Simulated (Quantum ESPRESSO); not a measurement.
# Cobalt with spin–orbit coupling along several axes

Wanted: the anisotropy energy of Cobalt and its cost.

Calculated with Quantum ESPRESSO 7.5; PBEsol; plane waves with PseudoDojo 0.4.1 SR PBEsol standard potentials, then spin–orbit coupling on the fully relativistic files of the same set.

## (1) Set-up

Symmetry: P6_3/mmc, No. 194, hexagonal system. The conventional cell has a = 2.507 Å, b = 2.507 Å, c = 4.070 Å, α = 90.00°, β = 90.00°, γ = 120.00°. Co has 12 Co at 2.50 to 2.51 Å nearest.

The cell comes from the Crystallography Open Database.

## (2) Collinear run on scalar-relativistic files

Contents of pw.in:

```
&CONTROL
  calculation = 'scf'
  prefix = 'pwscf'
  outdir = './tmp'
  pseudo_dir = './pseudo'
  disk_io = 'low'
/
&SYSTEM
  ibrav = 0
  celldm(1) = 8
  nat = 2
  ntyp = 1
  ecutwfc = 82
  nbnd = 26
  occupations = 'smearing'
  smearing = 'fd'
  degauss = 0.00734986
  nspin = 2
  starting_magnetization(1) = 0.1176
/
&ELECTRONS
  conv_thr = 4d-11
  electron_maxstep = 150
  mixing_beta = 0.3
/
ATOMIC_SPECIES
Co     58.9332 Co.upf
CELL_PARAMETERS alat
   0.5922874106108    0.0000000000000    0.0000000000000
  -0.2961437053054    0.5129359439191    0.0000000000000
   0.0000000000000    0.0000000000000    0.9613745443268
ATOMIC_POSITIONS crystal
Co      0.3333333333    0.6666666667    0.2500000000
Co      0.6666666667    0.3333333333    0.7500000000
K_POINTS automatic
12 12 12 0 0 0
```

Run with:

```bash
$ OMP_NUM_THREADS=1 mpirun -n 4 pw.x -nk 4 -in pw.in > pw.out
```

Numbers of over 12 decimals in the logs are rounded to 6 here.

Log:

```text
Program PWSCF v.7.5 starts

     Message from routine setup:
     using ibrav=0 with symmetry is DISCOURAGED, use correct ibrav instead

     K-points division:     npool     =       4
     Subspace diagonalization in iterative solution of the eigenvalue problem:

     G-vector sticks info
     --------------------
     sticks:   dense  smooth     PW     G-vecs:    dense   smooth      PW
     Sum         511     511    151                15027    15027    2539

     Using Slab Decomposition

     bravais-lattice index     =            0
     lattice parameter (alat)  =       8.0000  a.u.
     unit-cell volume          =     149.5403 (a.u.)^3
     number of atoms/cell      =            2
     number of atomic types    =            1
     number of electrons       =        34.00
     number of Kohn-Sham states=           26
     kinetic-energy cutoff     =      82.0000  Ry
     charge density cutoff     =     328.0000  Ry
     scf convergence threshold =      4.0E-11
     mixing beta               =       0.3000
     number of iterations used =            8  plain     mixing
     Exchange-correlation= PBESOL
                           (   1   4  10   8   0   0   0)

     celldm(1)=   8.000000  celldm(2)=   0.000000  celldm(3)=   0.000000
     celldm(4)=   0.000000  celldm(5)=   0.000000  celldm(6)=   0.000000

     crystal axes: (cart. coord. in units of alat)
               a(1) = (   0.592287   0.000000   0.000000 )
               a(2) = (  -0.296144   0.512936   0.000000 )
               a(3) = (   0.000000   0.000000   0.961375 )

     reciprocal axes: (cart. coord. in units 2 pi/alat)
               b(1) = (  1.688370  0.974781 -0.000000 )
               b(2) = (  0.000000  1.949561  0.000000 )
               b(3) = (  0.000000 -0.000000  1.040177 )

     PseudoPot. # 1 for Co read from file:
     Co.upf
     Pseudo is Norm-conserving + core correction, Zval = 17.0
     Generated using ONCVPSP code by D. R. Hamann
     Using radial grid of 1388 points,  6 beta functions with:
                l(1) =   0
                l(2) =   0
                l(3) =   1
                l(4) =   1
                l(5) =   2
                l(6) =   2

     atomic species   valence    mass     pseudopotential
     Co               17.00    58.93320     Co( 1.00)

     Starting magnetic structure
     atomic species   magnetization
     Co              0.118

     24 Sym. Ops., with inversion, found (12 have fractional translation)

   Cartesian axes

     site n.     atom                  positions (alat units)
         1        Co     tau(   1) = (  -0.0000000   0.3419573   0.2403436  )
         2        Co     tau(   2) = (   0.2961437   0.1709786   0.7210309  )

     number of k points=   133  Fermi-Dirac smearing, width (Ry)=  0.0073

     Number of k-points >= 100: set verbosity='high' to print them.

     Dense  grid:    15027 G-vectors     FFT dimensions: (  27,  27,  48)

     Generating pointlists ...
     new r_m :   0.2433 (alat units)  1.9467 (a.u.) for type    1

     Initial potential from superposition of free atoms

     starting charge      33.9995, renormalised to      34.0000
     Starting wfcs are   20 randomized atomic wfcs +    6 random wfcs

     Self-consistent Calculation

     iteration #  1     ecut=    82.00 Ry     beta= 0.30
     Davidson diagonalization with overlap
     ethr =  1.00E-02,  avg # of iterations =  3.6

     Threshold (ethr) on eigenvalues was too large:
     Diagonalizing with lowered threshold

     Davidson diagonalization with overlap
     ethr =  1.07E-04,  avg # of iterations =  2.3

     total energy              =    -611.29633101 Ry
     estimated scf accuracy    <       0.03777015 Ry

     total magnetization       =     3.30 Bohr mag/cell
     absolute magnetization    =     3.38 Bohr mag/cell

     iteration #  2     ecut=    82.00 Ry     beta= 0.30
     Davidson diagonalization with overlap
     ethr =  1.11E-04,  avg # of iterations =  1.1

     total energy              =    -611.30310848 Ry
     estimated scf accuracy    <       0.01212225 Ry

     total magnetization       =     3.29 Bohr mag/cell
     absolute magnetization    =     3.40 Bohr mag/cell

     iteration #  3     ecut=    82.00 Ry     beta= 0.30
     Davidson diagonalization with overlap
     ethr =  3.57E-05,  avg # of iterations =  1.1

     total energy              =    -611.30646325 Ry
     estimated scf accuracy    <       0.00485270 Ry

     total magnetization       =     3.28 Bohr mag/cell
     absolute magnetization    =     3.44 Bohr mag/cell

     [... further iterations left out ...]

     iteration # 10     ecut=    82.00 Ry     beta= 0.30
     Davidson diagonalization with overlap
     ethr =  3.94E-11,  avg # of iterations =  1.5

     total energy              =    -611.30732766 Ry
     estimated scf accuracy    <          8.4E-09 Ry

     total magnetization       =     3.30 Bohr mag/cell
     absolute magnetization    =     3.60 Bohr mag/cell

     iteration # 11     ecut=    82.00 Ry     beta= 0.30
     Davidson diagonalization with overlap
     ethr =  2.47E-11,  avg # of iterations =  1.5

     total energy              =    -611.30732766 Ry
     estimated scf accuracy    <          1.1E-10 Ry

     total magnetization       =     3.30 Bohr mag/cell
     absolute magnetization    =     3.60 Bohr mag/cell

     iteration # 12     ecut=    82.00 Ry     beta= 0.30
     Davidson diagonalization with overlap
     ethr =  3.13E-13,  avg # of iterations =  2.0

     total energy              =    -611.30732766 Ry
     estimated scf accuracy    <          8.4E-11 Ry

     total magnetization       =     3.30 Bohr mag/cell
     absolute magnetization    =     3.60 Bohr mag/cell

     iteration # 13     ecut=    82.00 Ry     beta= 0.30
     Davidson diagonalization with overlap
     ethr =  2.46E-13,  avg # of iterations =  1.5

     Magnetic moment per site  (integrated on atomic sphere of radius R)
     atom   1 (R=0.243)  charge= 15.6086  magn=  1.7184
     atom   2 (R=0.243)  charge= 15.6086  magn=  1.7184

     End of self-consistent calculation

     Number of k-points >= 100: set verbosity='high' to print the bands.

     the Fermi energy is    18.5308 ev

!    total energy              =    -611.30732766 Ry
     estimated scf accuracy    <          1.3E-12 Ry
     smearing contrib. (-TS)   =      -0.00477583 Ry
     internal energy E=F+TS    =    -611.30255183 Ry

     The total energy is F=E-TS. E is the sum of the following terms:
     one-electron contribution =    -255.39483111 Ry
     hartree contribution      =     151.55796993 Ry
     xc contribution           =    -111.21433059 Ry
     ewald contribution        =    -396.25136006 Ry

     total magnetization       =     3.30 Bohr mag/cell
     absolute magnetization    =     3.60 Bohr mag/cell

     convergence has been achieved in  13 iterations

=------------------------------------------------------------------------------=
   JOB DONE.
=------------------------------------------------------------------------------=
```

Elapsed: 50 s, on 4 MPI ranks of Arm Neoverse V2, shared host; peak memory 0.42 GiB; 3.3 min of CPU time.

Spin moment in the atom's sphere by atom:

```
atom  spin moment in the atom's sphere (μB)
 Co1                                   1.72
 Co2                                   1.72
```

Read from the output:

```
smearing term TS       : 0.06498 eV
magnetization          : 3.296 μB
absolute magnetization : 3.602 μB
final state            : ferromagnetic
```

## (3) One pass along [001] on 8×8×8

Each pass runs in a folder of its own that holds a copy of a collinear save from that input. The collinear spin density is turned to the axis, and its potential is diagonalised once with spin–orbit coupling on fully relativistic PseudoDojo files; the sums over occupied states, with the smearing term, are then compared.

Contents of pass.in:

```
&CONTROL
  calculation = 'nscf'
  prefix = 'pwscf'
  outdir = './tmp'
  pseudo_dir = './pseudo_fr'
  disk_io = 'low'
/
&SYSTEM
  ibrav = 0
  celldm(1) = 8
  nat = 2
  ntyp = 1
  ecutwfc = 82
  nbnd = 48
  occupations = 'smearing'
  smearing = 'fd'
  degauss = 0.00734986
  noncolin = .true.
  lspinorb = .true.
  lforcet = .true.
  starting_magnetization(1) = 0.1176
  angle1(1) = 0
  angle2(1) = 0
/
&ELECTRONS
  conv_thr = 4d-11
  electron_maxstep = 150
  mixing_beta = 0.3
  startingpot = 'file'
  startingwfc = 'random'
  diago_thr_init = 1d-09
  diago_full_acc = .true.
/
ATOMIC_SPECIES
Co     58.9332 Co.upf
CELL_PARAMETERS alat
   0.5922874106108    0.0000000000000    0.0000000000000
  -0.2961437053054    0.5129359439191    0.0000000000000
   0.0000000000000    0.0000000000000    0.9613745443268
ATOMIC_POSITIONS crystal
Co      0.3333333333    0.6666666667    0.2500000000
Co      0.6666666667    0.3333333333    0.7500000000
K_POINTS automatic
8 8 8 0 0 0
```

Run with:

```bash
$ OMP_NUM_THREADS=1 mpirun -n 4 pw.x -nk 4 -in pass.in > pass.out
```

Log:

```text
[banner, memory and clock lines left out]
Program PWSCF v.7.5 starts

     Fixed quantization axis for GGA:     0.000000    0.000000    1.000000
     Message from routine setup:
     using ibrav=0 with symmetry is DISCOURAGED, use correct ibrav instead

     bravais-lattice index     =            0
     lattice parameter (alat)  =       8.0000  a.u.
     unit-cell volume          =     149.5403 (a.u.)^3
     number of atoms/cell      =            2
     number of atomic types    =            1
     number of electrons       =        34.00
     number of Kohn-Sham states=           48
     kinetic-energy cutoff     =      82.0000  Ry
     charge density cutoff     =     328.0000  Ry
     Exchange-correlation= PBESOL
                           (   1   4  10   8   0   0   0)
     Noncollinear calculation with spin-orbit

     [... lines left out ...]
     PseudoPot. # 1 for Co read from file:
     Co.upf
     Pseudo is Norm-conserving + core correction, Zval = 17.0

     atomic species   valence    mass     pseudopotential
     Co               17.00    58.93320     Co( 1.00)

     24 Sym. Ops., with inversion, found (12 have fractional translation)

   Cartesian axes

     site n.     atom                  positions (alat units)
         1        Co     tau(   1) = (  -0.0000000   0.3419573   0.2403436  )
         2        Co     tau(   2) = (   0.2961437   0.1709786   0.7210309  )

     number of k points=    50  Fermi-Dirac smearing, width (Ry)=  0.0073

     Dense  grid:    15027 G-vectors     FFT dimensions: (  27,  27,  48)

     Generating pointlists ...
     new r_m :   0.2433 (alat units)  1.9467 (a.u.) for type    1
     Message from routine read_rhog:
     some spin components not found

 -----------
Spin angles Theta, Phi (degree) =   0.0000  0.0000
 -----------

     The potential is recalculated from file :
     [... lines left out ...]
     Starting wfcs are random

     Band Structure Calculation
     Davidson diagonalization with overlap

     ethr =  1.00E-09,  avg # of iterations = 28.2

     End of band structure calculation

------
 eband, Ef (eV) =   -489.465054        18.566107
------
     [... lines left out ...]
     the Fermi energy is    18.5661 ev
     (compare with:    18.5308 eV, computed in scf)
```

Wall time 25 s (4 MPI ranks); peak memory 0.38 GiB; 1.7 min of CPU time.

## (4) One pass along [100] on 8×8×8

Edit pass.in of step 3 so:

```diff
@@ -21,3 +21,3 @@
   starting_magnetization(1) = 0.1176
-  angle1(1) = 0
+  angle1(1) = 90
   angle2(1) = 0
```

Log:

```text
     [... lines left out ...]
Program PWSCF v.7.5 starts
     [... lines left out ...]
     number of atoms/cell      =            2
     [... lines left out ...]
     number of electrons       =        34.00
     number of Kohn-Sham states=           48
     kinetic-energy cutoff     =      82.0000  Ry
     charge density cutoff     =     328.0000  Ry
     [... lines left out ...]
     Noncollinear calculation with spin-orbit
     [... lines left out ...]
      8 Sym. Ops., with inversion, found ( 4 have fractional translation)
     [... lines left out ...]
     number of k points=   105  Fermi-Dirac smearing, width (Ry)=  0.0073
     [... lines left out ...]
Spin angles Theta, Phi (degree) =  90.0000  0.0000
     [... lines left out ...]
     the Fermi energy is    18.5665 ev
     (compare with:    18.5308 eV, computed in scf)
```

Run time: 52 s. Hardware: 4 MPI ranks; peak memory 0.5 GiB.

## (5) One pass along [210] on 8×8×8

Edit pass.in of step 4 so:

```diff
@@ -22,3 +22,3 @@
   angle1(1) = 90
-  angle2(1) = 0
+  angle2(1) = 30
 /
```

Log:

```text
     [... lines left out ...]
Program PWSCF v.7.5 starts
     [... lines left out ...]
     number of atoms/cell      =            2
     [... lines left out ...]
     number of electrons       =        34.00
     number of Kohn-Sham states=           48
     kinetic-energy cutoff     =      82.0000  Ry
     charge density cutoff     =     328.0000  Ry
     [... lines left out ...]
     Noncollinear calculation with spin-orbit
     [... lines left out ...]
      8 Sym. Ops., with inversion, found ( 4 have fractional translation)
     [... lines left out ...]
     number of k points=   105  Fermi-Dirac smearing, width (Ry)=  0.0073
     [... lines left out ...]
Spin angles Theta, Phi (degree) =  90.0000 30.0000
     [... lines left out ...]
     the Fermi energy is    18.5665 ev
     (compare with:    18.5308 eV, computed in scf)
```

Elapsed: 52 s, on 4 MPI ranks; peak memory 0.51 GiB; 3.4 min of CPU time.

## (6) One pass along [001] on 16×16×16

Edit pass.in of step 5 so:

```diff
@@ -21,4 +21,4 @@
   starting_magnetization(1) = 0.1176
-  angle1(1) = 90
-  angle2(1) = 30
+  angle1(1) = 0
+  angle2(1) = 0
 /
@@ -43,2 +43,2 @@
 K_POINTS automatic
-8 8 8 0 0 0
+16 16 16 0 0 0
```

Log:

```text
     [... lines left out ...]
Program PWSCF v.7.5 starts
     [... lines left out ...]
     number of atoms/cell      =            2
     [... lines left out ...]
     number of electrons       =        34.00
     number of Kohn-Sham states=           48
     kinetic-energy cutoff     =      82.0000  Ry
     charge density cutoff     =     328.0000  Ry
     [... lines left out ...]
     Noncollinear calculation with spin-orbit
     [... lines left out ...]
     24 Sym. Ops., with inversion, found (12 have fractional translation)
     [... lines left out ...]
     number of k points=   270  Fermi-Dirac smearing, width (Ry)=  0.0073
     [... lines left out ...]
Spin angles Theta, Phi (degree) =   0.0000  0.0000
     [... lines left out ...]
     the Fermi energy is    18.5696 ev
     (compare with:    18.5308 eV, computed in scf)
```

Elapsed: 2.1 min, on 4 MPI ranks; peak memory 0.97 GiB; 8.6 min of CPU time.

## (7) One pass along [100] on 16×16×16

Edit pass.in of step 6 so:

```diff
@@ -21,3 +21,3 @@
   starting_magnetization(1) = 0.1176
-  angle1(1) = 0
+  angle1(1) = 90
   angle2(1) = 0
```

Log:

```text
     [... lines left out ...]
Program PWSCF v.7.5 starts
     [... lines left out ...]
     number of atoms/cell      =            2
     [... lines left out ...]
     number of electrons       =        34.00
     number of Kohn-Sham states=           48
     kinetic-energy cutoff     =      82.0000  Ry
     charge density cutoff     =     328.0000  Ry
     [... lines left out ...]
     Noncollinear calculation with spin-orbit
     [... lines left out ...]
      8 Sym. Ops., with inversion, found ( 4 have fractional translation)
     [... lines left out ...]
     number of k points=   657  Fermi-Dirac smearing, width (Ry)=  0.0073
     [... lines left out ...]
Spin angles Theta, Phi (degree) =  90.0000  0.0000
     [... lines left out ...]
     the Fermi energy is    18.5698 ev
     (compare with:    18.5308 eV, computed in scf)
```

Wall time 5.2 min (4 MPI ranks); peak memory 2 GiB; 21 min of CPU time.

## (8) One pass along [210] on 16×16×16

Edit pass.in of step 7 so:

```diff
@@ -22,3 +22,3 @@
   angle1(1) = 90
-  angle2(1) = 0
+  angle2(1) = 30
 /
```

Log:

```text
     [... lines left out ...]
Program PWSCF v.7.5 starts
     [... lines left out ...]
     number of atoms/cell      =            2
     [... lines left out ...]
     number of electrons       =        34.00
     number of Kohn-Sham states=           48
     kinetic-energy cutoff     =      82.0000  Ry
     charge density cutoff     =     328.0000  Ry
     [... lines left out ...]
     Noncollinear calculation with spin-orbit
     [... lines left out ...]
      8 Sym. Ops., with inversion, found ( 4 have fractional translation)
     [... lines left out ...]
     number of k points=   657  Fermi-Dirac smearing, width (Ry)=  0.0073
     [... lines left out ...]
Spin angles Theta, Phi (degree) =  90.0000 30.0000
     [... lines left out ...]
     the Fermi energy is    18.5698 ev
     (compare with:    18.5308 eV, computed in scf)
```

Wall time 5.2 min (4 MPI ranks); peak memory 2 GiB; 21 min of CPU time.

## (9) The smearing term

The sum of energies times occupations is what pw.x prints as eband (for fewer than 100 k points). With Fermi–Dirac smearing the quantity to compare holds −TS as well, computed here from the energies and weights in the run's XML file (meV a cell, from the first axis, mesh 16×16×16):

```
 axis  plain sum      −TS  free energy
[001]     0.0000   0.0000       0.0000
[100]     0.0322  -0.0604      -0.0282
[210]     0.0322  -0.0604      -0.0282
```

## (10) Anisotropy

A pass yields neither state nor moment: for the force theorem these columns are the collinear run's. Anisotropy, by row:

```
          way      mesh   axis          state  energy less the first axis' (meV a primitive cell)  largest spin moment (μB)  CPU time (s)
force theorem     8x8x8  [001]  ferromagnetic                                                   0                     1.718         101.4
force theorem     8x8x8  [100]  ferromagnetic                                             0.02158                     1.718         207.1
force theorem     8x8x8  [210]  ferromagnetic                                             0.02158                     1.718           207
force theorem  16x16x16  [001]  ferromagnetic                                                   0                     1.718         513.4
force theorem  16x16x16  [100]  ferromagnetic                                            -0.02817                     1.718          1250
force theorem  16x16x16  [210]  ferromagnetic                                            -0.02817                     1.718          1249
```

## (11) Summary of results

```json
{
  "state": "ferromagnetic",
  "largest spin moment": "1.72 μB",
  "easy axis of those tried, on this mesh": "not resolved",
  "energy along [100] less [001] (force theorem)": "-0.0282 meV a primitive cell, -0.20 MJ/m³"
}
```

On 16×16×16, leaving out the smearing term would shift a difference by 0.060 meV, against 0.028 meV for the largest, and would turn a sign. Differences this small usually change with the mesh, so the easy axis is taken as not resolved. By the force theorem the difference for the second axis goes 0.022 meV on 8×8×8 and -0.028 meV on 16×16×16, so it has not settled with the mesh. Shape anisotropy is not included. The moments were started parallel in the primitive cell; if the crystal orders otherwise, its anisotropy is another. Energies are free energies at an electronic temperature of 1160 K, which lowers moments and differences where the moments are itinerant. The cutoff lies under the 96 Ry that these files are usually run at.

[Logs and program files are shortened in this print: banners, set-up blocks, solver, clock and traceback lines can be left out without a mark of their own.]

[Logs are printed without paths, hosts, clocks, repeated set-up lines and the standing remarks that a program may print on its own settings, such as how far it seeks lower states.]

[Hosts, paths, dates, database ids (printed as entryN), source tags and the programs' standing remarks are cut or masked in the printed files.]

[Where a cell is said to come from a database of computed structures, the database is the Materials Project.]
